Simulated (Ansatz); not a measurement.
## What SnTe2 (model cell, started as rutile) distorts into

Which phase does SnTe2 (model cell, started as rutile) fall into along its unstable mode, and how much energy does it gain?

Program: Ansatz 0.2.0. Level of theory: DFT PBE, scalar-relativistic, plane waves, PAW. Results are calculated unless marked as measured.

The structure was built from a prototype and need not be the compound's stable phase.

**1. The starting structure**

The structure is tetragonal, space group P4_2/mnm (No. 136). Conventional cell: a = 7.058 Å, b = 7.058 Å, c = 4.424 Å, α = 90.00°, β = 90.00°, γ = 90.00°. Nearest to Sn lie 6 Te at 2.97 to 3.01 Å. Te has 3 Sn at 2.97 to 3.01 Å nearest. Farther neighbours and most contacts between anions are not listed.

**2. The dispersion**

The cell comes from relaxations at this level that are not shown. Stability and thermal properties need the whole zone. Linear response on a 2×2×2 q mesh gives force constants as far as a supercell of that size would.

input.yaml reads:

```yaml
crystal:
  lattice:
    - [7.0577214653, 0.0, 0.0]
    - [0.0, 7.0577214653, 0.0]
    - [0.0, 0.0, 4.4240602484]
  atoms:
    - { symbol: Sn, position: [0.0, 0.0, 0.0] }
    - { symbol: Sn, position: [0.5, 0.5, 0.5] }
    - { symbol: Te, position: [0.3020693096, 0.3020693096, 0.0] }
    - { symbol: Te, position: [0.6979306904, 0.6979306904, 0.0] }
    - { symbol: Te, position: [0.8020693096, 0.1979306904, 0.5] }
    - { symbol: Te, position: [0.1979306904, 0.8020693096, 0.5] }
kpoints:
  mp_grid: { grid: [6, 6, 8] }
hamiltonian:
  xc: pbe
scf:
  occupations: { method: methfessel_paxton, width: 0.2 }
output:
  eigenvalues: true
phonons:
  method: dfpt
  qmesh: [2, 2, 2]
  temperatures: { t_max: 1000, t_step: 50 }
  qpath:
    path:
      - [[0.0, 0.0, 0.0], [0.0, 0.5, 0.0], [0.5, 0.5, 0.0], [0.0, 0.0, 0.0], [0.0, 0.0, 0.5], [0.0, 0.5, 0.5], [0.5, 0.5, 0.5], [0.0, 0.0, 0.5]]
      - [[0.0, 0.5, 0.0], [0.0, 0.5, 0.5]]
      - [[0.5, 0.5, 0.0], [0.5, 0.5, 0.5]]
    npoints: 10
```

Command:

```
> ansatz run input.yaml --threads 4 --pin off --max-ram 14336MiB --backend cpu --events-out ev --progress --plain --runs-dir out
```

Numbers of over 12 decimals in the logs are rounded to 6 here.

The program printed:

```text
Warning: phonons: the dynamical matrix that this run interpolates holds no multipole term above the dipole-dipole one, and a site of this crystal is no centre of inversion, so its interpolated transverse optical and acoustic branches and sound speeds can stay off near Gamma, and the density of states and the thermodynamics with them. What a run solves at a wave vector of phonons.qpoints, Gamma apart, where the deck admits one, is free of this, and under fd what a larger phonons.supercell samples
Engine: ansatz 0.2.0, aarch64-unknown-linux-gnu
Pseudopotentials: kind: paw
Pseudopotential: Sn, paw, valence charge 14, recommended cutoff 420 eV (normal), Sn.paw.azcp
Pseudopotential: Te, paw, valence charge 16, recommended cutoff 420 eV (normal), Te.paw.azcp
Functional definition: PBE
  parameter kappa = 0.804
  parameter beta = 0.066725
  exchange = pbe_x(kappa = kappa, mu = beta*pi^2/3)
  correlation = pbe_c(beta = beta)
Crystal: 6 atoms, lattice volume = 220.369 Å³
Basis set: ecut = 420 eV, 4307 PW (Γ), exchange–correlation on 96×96×60 points (8 copies of the dense FFT grid, shifted against one another)
Bands: 56, of which v1, the nominal top of the filled ones, is band 46 counted from 1 (45 counted from 0)
Symmetry: 16 space group operations
k-points: 50 of 288
Non-local potential: Sn, projectors of the file, l = 0: 2, l = 1: 2, l = 2: 2, l = 3: 2
Non-local potential: Te, projectors of the file, l = 0: 2, l = 1: 2, l = 2: 2, l = 3: 2
PAW form: soft (Blöchl's): semilocal exchange-correlation on the pseudo side does not see the compensation charge
PAW one-centre angular grid: Sn, 590 points (default); XC on 64 Gauss nodes
PAW one-centre angular grid: Te, 590 points (default); XC on 64 Gauss nodes
Initial density: superposition of atomic densities (neutral atoms: chi_scale 0, normalization atom), corrected by the library's trained network
Initial wavefunctions: pseudopotential atomic-orbital guess
Functional: x = pbe(κ = 0.804, μ = 0.219515), c = pbe(β = 0.066725)
SCF iter   1: F=—  HF=-39967.731629 eV  |F-HF|=—  |Δ(HF+E_count)|=         —  Δρ=1.80e-3  dr2=6.86e-3  ethr=1.77e-3  ⟨swp⟩=8.1  Hψ=11464  notcnv=0
preconditioner: auto → LDOS  [metal: Δε(μ)=0.015 eV  Ē_g=8.256 eV  σ=0.200 eV  W_gap=0.06  n_scr=46 (ndim 8)  ℏωp=14.2 eV  f_vac=0.079  D(μ)=5.02/eV (n_scr^D=38)  β→1.0]
SCF iter   2: F=—  HF=-39967.730124 eV  |F-HF|=—  |Δ(HF+E_count)|=   1.50e-3  S|Δr|=    0.00e0  Δρ=7.16e-4  dr2=8.99e-4  ethr=7.46e-6  ⟨swp⟩=2.1  Hψ=5567  notcnv=0  defer=1
SCF iter   3: F=—  HF=-39967.729720 eV  |F-HF|=—  |Δ(HF+E_count)|=   4.04e-4  S|Δr|=    0.00e0  Δρ=3.00e-4  dr2=1.48e-4  ethr=9.78e-7  ⟨swp⟩=2.0  Hψ=4984  notcnv=0  defer=1
SCF iter   4: F=—  HF=-39967.729658 eV  |F-HF|=—  |Δ(HF+E_count)|=   6.19e-5  S|Δr|=    0.00e0  Δρ=6.63e-5  dr2=6.91e-6  ethr=1.61e-7  ⟨swp⟩=2.0  Hψ=4979  notcnv=0  defer=1
SCF iter   5: F=—  HF=-39967.729687 eV  |F-HF|=—  |Δ(HF+E_count)|=   2.87e-5  S|Δr|=    0.00e0  Δρ=2.19e-5  dr2=9.37e-7  ethr=7.51e-9  ⟨swp⟩=2.0  Hψ=4996  notcnv=0  defer=1
SCF iter   6: F=—  HF=-39967.729687 eV  |F-HF|=—  |Δ(HF+E_count)|=   7.51e-8  S|Δr|=    0.00e0  Δρ=5.18e-6  dr2=4.27e-8  ethr=1.02e-9  ⟨swp⟩=2.0  Hψ=5017  notcnv=0  defer=1
SCF iter   7: F=—  HF=-39967.729687 eV  |F-HF|=—  |Δ(HF+E_count)|=   2.15e-8  S|Δr|=    0.00e0  Δρ=1.31e-6  dr2=3.27e-9  ethr=4.64e-11  ⟨swp⟩=2.0  Hψ=4988  notcnv=0  defer=1
SCF iter   8: F=—  HF=-39967.729687 eV  |F-HF|=—  |Δ(HF+E_count)|=  7.28e-12  S|Δr|=    0.00e0  Δρ=3.57e-7  dr2=2.38e-10  ethr=3.56e-12  ⟨swp⟩=2.0  Hψ=3991  notcnv=0  defer=1
SCF iter   9: F=-39967.729687 eV  HF=-39967.729687 eV  |F-HF|=0.00e0  |Δ(HF+E_count)|=  1.46e-10  S|Δr|=    0.00e0  Δρ=5.50e-8  dr2=6.01e-12  ethr=1.00e-12  ⟨swp⟩=11.3  Hψ=18139  notcnv=0
SCF 1 converged in 9 iterations: F = -39967.729687 eV  dr2 = 6.01e-12
  greatest PAW one-centre occupation: 0.998 electrons in one spin orbital (limit 2), on the Te atom at site 3 (counted from 0), in its partial waves of l = 2
Initial density: read from a saved state, or passed on in memory by an earlier SCF of this step, an earlier step, the calling program or the single point that the run made first
iter 1 solved again at ethr=3.66e-7 eV; its pass at ethr=3.10e-3 eV (dr2=3.36e-4 eV) is discarded
SCF iter   1: F=—  HF=-39967.729655 eV  |F-HF|=—  |Δ(HF+E_count)|=         —  Δρ=7.19e-7  dr2=2.01e-9  ethr=3.66e-7  ⟨swp⟩=3.0  Hψ=18525  notcnv=0
eigensolver tolerance schedule: the retry pair's looser diagonalisation over-reported the residual by 167421.57 of it (diagonalisation noise at an unbounded share of the residual, at the tolerance the schedule requests for it); recorded, not acted on — ethr = c·dr2/N_el stays at c = 1.0e-1
preconditioner: auto → LDOS  [metal: Δε(μ)=0.009 eV  Ē_g=8.251 eV  σ=0.200 eV  W_gap=0.04  n_scr=46 (ndim 8)  ℏωp=14.2 eV  f_vac=0.081  D(μ)=5.12/eV (n_scr^D=38)  β→1.0]
SCF iter   2: F=—  HF=-39967.729687 eV  |F-HF|=—  |Δ(HF+E_count)|=   3.21e-5  S|Δr|=    0.00e0  Δρ=8.00e-7  dr2=2.35e-9  ethr=2.18e-12  ⟨swp⟩=4.3  Hψ=8137  notcnv=0
SCF iter   3: F=—  HF=-39967.729687 eV  |F-HF|=—  |Δ(HF+E_count)|=  5.97e-10  S|Δr|=    0.00e0  Δρ=3.44e-7  dr2=4.40e-10  ethr=2.18e-12  ⟨swp⟩=2.8  Hψ=5287  notcnv=0
SCF iter   4: F=—  HF=-39967.729687 eV  |F-HF|=—  |Δ(HF+E_count)|=  2.18e-11  S|Δr|=    0.00e0  Δρ=2.41e-7  dr2=2.36e-10  ethr=1.00e-12  ⟨swp⟩=1.0  Hψ=2800  notcnv=0
SCF iter   5: F=—  HF=-39967.729687 eV  |F-HF|=—  |Δ(HF+E_count)|=  2.18e-11  S|Δr|=    0.00e0  Δρ=1.74e-7  dr2=1.19e-10  ethr=1.00e-12  ⟨swp⟩=1.0  Hψ=2800  notcnv=0
SCF iter   6: F=—  HF=-39967.729687 eV  |F-HF|=—  |Δ(HF+E_count)|=  2.18e-11  S|Δr|=    0.00e0  Δρ=1.01e-7  dr2=3.87e-11  ethr=1.00e-12  ⟨swp⟩=1.0  Hψ=2800  notcnv=0
SCF iter   7: F=—  HF=-39967.729687 eV  |F-HF|=—  |Δ(HF+E_count)|=  2.18e-11  S|Δr|=    0.00e0  Δρ=8.35e-8  dr2=2.70e-11  ethr=1.00e-12  ⟨swp⟩=1.0  Hψ=2800  notcnv=0
SCF iter   8: F=-39967.729687 eV  HF=-39967.729687 eV  |F-HF|=1.46e-11  |Δ(HF+E_count)|=  7.28e-12  S|Δr|=    0.00e0  Δρ=2.12e-8  dr2=1.69e-12  ethr=1.00e-12  ⟨swp⟩=3.0  Hψ=7382  notcnv=0
SCF 2 converged in 8 iterations: F = -39967.729687 eV  dr2 = 1.69e-12
  greatest PAW one-centre occupation: 0.998 electrons in one spin orbital (limit 2), on the Te atom at site 5 (counted from 0), in its partial waves of l = 2
phonons: the bands overlap, so this run is a metal and interpolates without the dipole-dipole term. If the crystal is really an insulator or semiconductor, its LO-TO splitting is missing
NSCF: frozen V_eff on 50 k-points
WARN: eigensolver did not converge (k=1): 1 band(s) unlocked after 20 sweeps at ethr=1.22e-12 eV (storage-precision floor; scheduled 1.00e-12 eV) (lowest unlocked band 55, counted from 0; max residual 3.01e-6 eV among the unlocked bands, 3.01e-6 eV over every band; other slots of this pass that fall short are told together in one closing line; warning suppressed until the next SCF loop or pass starts)
NSCF: frozen V_eff on 100 k-points
DFPT response loops at q = (0, 0, 0) (fractional): preconditioner auto → Kerker (q_TF=auto, 2.359 Å⁻¹) (partly filled bands, converged f_vac=0.081); β = 1.00, the filter's whole step (`scf.mixing.beta` (0.50) is not read by the response loops under this deck's `scf.mixing.preconditioner`; to damp them name `kerker` or `kerker_dos`, under which they read `scf.mixing.beta`, and type it under 1.00, their step now; both keys bind the ground state too); Broyden in place of MSR1
NSCF: frozen V_eff on 200 k-points
DFPT response loops at q = (0, 0, -0.5) (fractional): mixed as the last ones told, above
NSCF: frozen V_eff on 200 k-points
DFPT response loops at q = (0, -0.5, 0) (fractional): mixed as the last ones told, above
NSCF: frozen V_eff on 200 k-points
DFPT response loops at q = (0, -0.5, -0.5) (fractional): mixed as the last ones told, above
NSCF: frozen V_eff on 200 k-points
DFPT response loops at q = (-0.5, -0.5, 0) (fractional): mixed as the last ones told, above
NSCF: frozen V_eff on 200 k-points
DFPT response loops at q = (-0.5, -0.5, -0.5) (fractional): mixed as the last ones told, above
SCF converged after 9 iterations
Stability not checked: this state was not tested for a lower state beside it, because cold or Methfessel-Paxton smearing, or corrected tetrahedra, fill the levels in a way that the test cannot read (fill_not_monotonic; see scf.lower_state_search)
Free energy (F): -39967.729687 eV
Harris-Foulkes:  -39967.729687 eV  (|F-HF|=0.00e0)
Internal energy: -39967.726393 eV  (E = F + TS)
E sigma→0 (E₀):  -39967.728864 eV
Entropy (-TS):   -0.003294 eV (-0.549 meV/atom)
Fermi energy:    6.798882 eV
--- Per-component energies (eV) ---
  E_band       = -1409.066051
  E_kinetic    = 1091.436332
  E_local      = -8121.696160  (includes V_loc(G=0)·N_el)
  E_nonlocal   = -1304.463310
  E_hartree    = 4882.439305
  E_xc         = -1258.015080
  E_vxc        = -603.097878  (∫ρ·V_xc dr)
  E_paw        = -26925.610062  (= ΣΔE_a)
  E_vpaw       = -2236.122770  (= ΣTr[D̂ρ^β])
  E_aug_tail   = -0.000783  (compensation charges beyond the density's cutoff)
  E_ewald      = -8331.816636
  E_smearing   = -0.003294  (= −TS)
  E_closure    = -0.000000  (closes the sum)
  Σ components = -39967.729687   (vs F -39967.729687, Δ=0.00e0)
--- Band table (eV; the first three rows and the last of 50) ---
  k-point 0: bands = [... 42 lower, 6.1167, 6.1167, 6.7689, 6.7689, 7.3910, 7.4573, 8.6786, 8.6786, ... 6 higher]
  k-point 1: bands = [... 42 lower, 5.4147, 6.5494, 6.7845, 6.7845, 7.2510, 7.9511, 9.3127, 9.3127, ... 6 higher]
  k-point 2: bands = [... 42 lower, 4.6276, 6.5073, 6.5073, 6.8349, 6.8498, 8.3424, 9.9957, 10.1983, ... 6 higher]
  k-point 49: bands = [... 42 lower, 6.1659, 6.1659, 6.3520, 6.3520, 6.7320, 6.7320, 10.3692, 10.3692, ... 6 higher]
--- Phonons (Γ-DFPT): 4 representative perturbations + reference (Σ response iterations 12) ---
  ASR residual: 1.167e-4 → 0.000e0 eV/Å²; symmetrization residual: 2.980e-5 eV/Å²
  ASR residual per site (eV/Å²): 1.16e-4 1.16e-4 1.17e-4 1.17e-4 1.17e-4 1.17e-4
  Γ frequencies (cm⁻¹): -55.46 -55.46 -48.43 -36.33 -11.64 0.00 0.00 0.00 82.03 82.03 86.44 86.44 107.95 114.93 131.07 132.39 135.86 135.86
--- Phonons (arbitrary-q DFPT): 6 irreducible q on the 2×2×2 mesh ---
  q = [0.0000, 0.0000, 0.0000] (star 1, of the zone-centre solve; hermiticity 1.38e-5, symmetrization 8.99e-12): -55.46 -55.46 -48.43 -36.33 -11.64 -0.00 -0.00 0.00 82.03 82.03 86.44 86.44 107.95 114.93 131.07 132.39 135.86 135.86
  q = [0.0000, 0.0000, -0.5000] (star 1, 4 solved perturbations in 330 linear systems a pass and spin channel, the states on 100 of 288 k-point pairs; hermiticity 1.33e-5, symmetrization 4.84e-12): -57.93 -57.93 -45.19 -45.19 25.05 25.05 59.29 59.29 87.88 87.88 90.10 90.10 97.84 97.84 118.99 118.99 133.69 133.69
  q = [0.0000, -0.5000, 0.0000] (star 2, 6 solved perturbations on 100 of 288 k-point pairs; hermiticity 1.55e-5, symmetrization 2.93e-6): -56.43 -56.43 -44.81 -44.81 -8.11 -8.11 51.96 51.96 63.24 63.24 83.77 83.77 125.35 125.35 130.95 130.95 133.94 133.94
  q = [0.0000, -0.5000, -0.5000] (star 2, 6 solved perturbations on 100 of 288 k-point pairs; hermiticity 1.86e-5, symmetrization 2.60e-6): -52.00 -52.00 -41.05 -41.05 -13.48 -13.48 18.63 18.63 94.08 94.08 103.69 103.69 116.24 116.24 121.99 121.99 135.13 135.13
  q = [-0.5000, -0.5000, 0.0000] (star 1, 4 solved perturbations in 330 linear systems a pass and spin channel, the states on 100 of 288 k-point pairs; hermiticity 2.52e-5, symmetrization 2.96e-6): -63.89 -63.89 -55.58 -55.58 -4.69 -4.69 10.14 10.14 84.42 84.42 85.40 85.40 112.20 112.20 130.50 130.50 133.48 133.48
  q = [-0.5000, -0.5000, -0.5000] (star 1, 4 solved perturbations in 330 linear systems a pass and spin channel, the states on 100 of 288 k-point pairs; hermiticity 2.66e-5, symmetrization 1.44e-6): -45.78 -45.78 -39.28 -39.28 5.88 5.88 57.66 57.66 85.27 85.27 95.28 95.28 99.61 99.61 119.92 119.92 136.59 136.59
  sum rule: each row above includes the acoustic sum rule's correction from the zone centre's row sums; it moved no ω² by more than (0.63 cm⁻¹)²
  mesh force constants: q→R imaginary residual 1.03e-17; ASR residual 1.167e-4 → 0.000e0 eV/Å²; symmetrization residual 2.665e-15 eV/Å²
  interpolated dispersion: 93 rows × 18 modes
  density of states and harmonic sums: on the 10×10×14 q-mesh, interpolated from the force constants of a 2×2×2 supercell (no non-analytic term)
  largest difference from the sums on the solved wave vectors: F 3.68e-1 eV, S 4.68e-4 and C_V 1.00e-4 eV/K
  zero-point energy: 0.073828 eV/cell   skipped modes (ω ≤ 0): 785, of them read as no rigid motion or as one in doubt: 782 (4.588e0 modes/cell left out, lowest -63.89 cm⁻¹)   left out of the sums: 2.55e-1 of the cell's modes: C_V's classical limit lies that fraction below 3 k_B per atom; for a crystal, a wire or a layer, F and S can be off by more, and a phonons.interpolated_qmesh denser along its periods is the remedy for the sampling
```

Elapsed: 15 min, on 4 threads of Arm Neoverse V2, shared host; peak memory 3.2 GiB; 60 min of CPU time.

Numbers from this step:

- volume per atom: 36.73 Å³
- gap on the k-mesh: 0 eV
- sum-rule residual before enforcement: 1.17e-4 eV/Å²
- lowest frequency on the path: -63.89 cm⁻¹
- point group: 4/mmm
- highest frequency on the path or at a solved wavevector: 136.7 cm⁻¹
- highest optical mode at the zone centre (no LO-TO term): 135.9 cm⁻¹
- lowest optical zone-centre mode: -55.46 cm⁻¹
- lowest mode on the q mesh (acoustic modes at Γ apart): -63.89 cm⁻¹

Frequencies (cm⁻¹) solved at each irreducible wavevector; negative means imaginary. Frequencies by wavevector, by row:

```
q in reciprocal lattice units  star  mode 1  mode 2  mode 3  mode 4  mode 16  mode 17  mode 18
                        0 0 0     1   -55.5   -55.5   -48.4   -36.3    132.4    135.9    135.9
                     0 0 -0.5     1   -57.9   -57.9   -45.2   -45.2      119    133.7    133.7
                     0 -0.5 0     2   -56.4   -56.4   -44.8   -44.8    130.9    133.9    133.9
                  0 -0.5 -0.5     2     -52     -52     -41     -41      122    135.1    135.1
                  -0.5 -0.5 0     1   -63.9   -63.9   -55.6   -55.6    130.5    133.5    133.5
               -0.5 -0.5 -0.5     1   -45.8   -45.8   -39.3   -39.3    119.9    136.6    136.6
```

Interpolated from a 2×2×2 q mesh, rough between the solved points. The phonon branches at the labelled points (cm⁻¹):

```
    point  branch 1  branch 2  branch 3  branch 4  branch 15  branch 16  branch 17  branch 18
        Γ       -56       -56       -48       -36        131        132        136        136
  halfway       -56       -55       -48       -39        131        132        135        135
        X       -56       -56       -45       -45        131        131        134        134
  halfway       -60       -60       -50       -50        131        131        134        134
        M       -64       -64       -56       -56        130        130        134        134
  halfway       -58       -57       -50       -44        131        131        134        134
        Γ       -56       -56       -48       -36        131        132        136        136
  halfway       -57       -57       -48       -40        126        126        131        134
        Z       -58       -58       -45       -45        119        119        134        134
  halfway       -55       -55       -43       -43        119        119        134        134
        R       -52       -52       -41       -41        122        122        135        135
  halfway       -49       -49       -40       -40        120        120        136        136
        A       -46       -46       -39       -39        120        120        137        137
  halfway       -54       -49       -45       -39        119        120        134        136
        Z       -58       -58       -45       -45        119        119        134        134
jump to X       -56       -56       -45       -45        131        131        134        134
  halfway       -53       -53       -46       -46        126        126        134        134
        R       -52       -52       -41       -41        122        122        135        135
jump to M       -64       -64       -56       -56        130        130        134        134
  halfway       -52       -52       -51       -51        125        125        134        134
        A       -46       -46       -39       -39        120        120        137        137
```

Symmetry leaves 6 wavevectors to solve. The lowest mode among them, the acoustic zeros apart, lies at q = (-0.5, -0.5, 0) and is imaginary, 63.9i cm⁻¹, so the energy falls along it.

**3. The mode frozen in, largest atomic shift 0 Å**

The mode followed lies at q = (-0.5, -0.5, 0) with frequency 63.9i cm⁻¹ and is 2-fold degenerate, the softest among the wavevectors solved. At small amplitude the distorted cell has space group no. 84 by a symmetry search on the positions. The undistorted cell that holds it gives the zero of energy on the same k mesh.

System of this step: SnTe2 (model cell, started as rutile). It takes space group P4_2/mnm (No. 136, tetragonal). Conventional cell: a = 7.058 Å, b = 7.058 Å, c = 4.424 Å, α = 90.00°, β = 90.00°, γ = 90.00°. Nearest to Sn lie 6 Te at 2.97 to 3.01 Å. Nearest to Te lie 3 Sn at 2.97 to 3.01 Å. Farther neighbours and most contacts between anions are not listed.

input.yaml reads:

```yaml
crystal:
  lattice:
    - [0.0, 0.0, -4.4240602484]
    - [-7.0577214653, -7.0577214653, 0.0]
    - [-7.0577214653, 7.0577214653, 0.0]
  atoms:
    - { symbol: Sn, position: [0.0, 0.5, 0.5] }
    - { symbol: Sn, position: [0.0, 1.0, 1.0] }
    - { symbol: Sn, position: [0.5, 1.0, 0.5] }
    - { symbol: Sn, position: [0.5, 0.5, 0.0] }
    - { symbol: Te, position: [0.0, 0.1979306904, 0.5] }
    - { symbol: Te, position: [0.0, 0.6979306904, 0.0] }
    - { symbol: Te, position: [0.0, 0.8020693096, 0.5] }
    - { symbol: Te, position: [0.0, 0.3020693096, 0.0] }
    - { symbol: Te, position: [0.5, 0.0, 0.1979306904] }
    - { symbol: Te, position: [0.5, 0.5, 0.6979306904] }
    - { symbol: Te, position: [0.5, 0.0, 0.8020693096] }
    - { symbol: Te, position: [0.5, 0.5, 0.3020693096] }
kpoints:
  mp_grid: { grid: [8, 4, 4] }
hamiltonian:
  xc: pbe
scf:
  occupations: { method: methfessel_paxton, width: 0.2 }
output:
  forces: true
  stress: true
  eigenvalues: true
```

The program printed:

```text
[...]
Crystal: 12 atoms, lattice volume = 440.738 Å³
Basis set: ecut = 420 eV, 8627 PW (Γ), exchange–correlation on 60×144×144 points (8 copies of the dense FFT grid, shifted against one another)
Bands: 111, of which v1, the nominal top of the filled ones, is band 92 counted from 1 (91 counted from 0)
Symmetry: 32 space group operations
[...]
k-points: 30 of 128
[...]
k-point 0: bands = [... 88 lower, 6.1170, 6.1170, 6.7683, 6.7683, 6.8979, 6.8979, 7.3905, 7.4564, ... 15 higher]
  k-point 1: bands = [... 88 lower, 6.2346, 6.3010, 6.6771, 6.7484, 6.7877, 6.9907, 7.1546, 7.3944, ... 15 higher]
  k-point 2: bands = [... 88 lower, 6.4340, 6.4340, 6.6867, 6.6867, 6.7219, 6.7219, 7.2050, 7.2050, ... 15 higher]
  k-point 29: bands = [... 88 lower, 6.4019, 6.4019, 6.4019, 6.4019, 7.7749, 7.7749, 7.7749, 7.7749, ... 15 higher]
[key lines of the parts left out:]
SCF converged after 6 iterations
Free energy (F): -79935.461352 eV
Fermi energy:    6.793411 eV
P = ⅓ Tr σ = 0.0000 GPa (0.000 kbar)
```

It took 18 s on 4 threads; peak memory 1.9 GiB.

Numbers from this step:

```
pressure                         : 9.88e-6 GPa
energy from the undistorted cell : 0 meV/atom
```

The run ends at a pressure of 0.00 GPa, with forces up to 0.013 eV/Å.

(Continued in part 2 of 2.)

[Logs are printed without paths, hosts, clocks, repeated set-up lines and the standing remarks that a program may print on its own settings, such as how far it seeks lower states.]

[Hosts, paths, dates, database ids (printed as entryN), source tags and the programs' standing remarks are cut or masked in the printed files.]
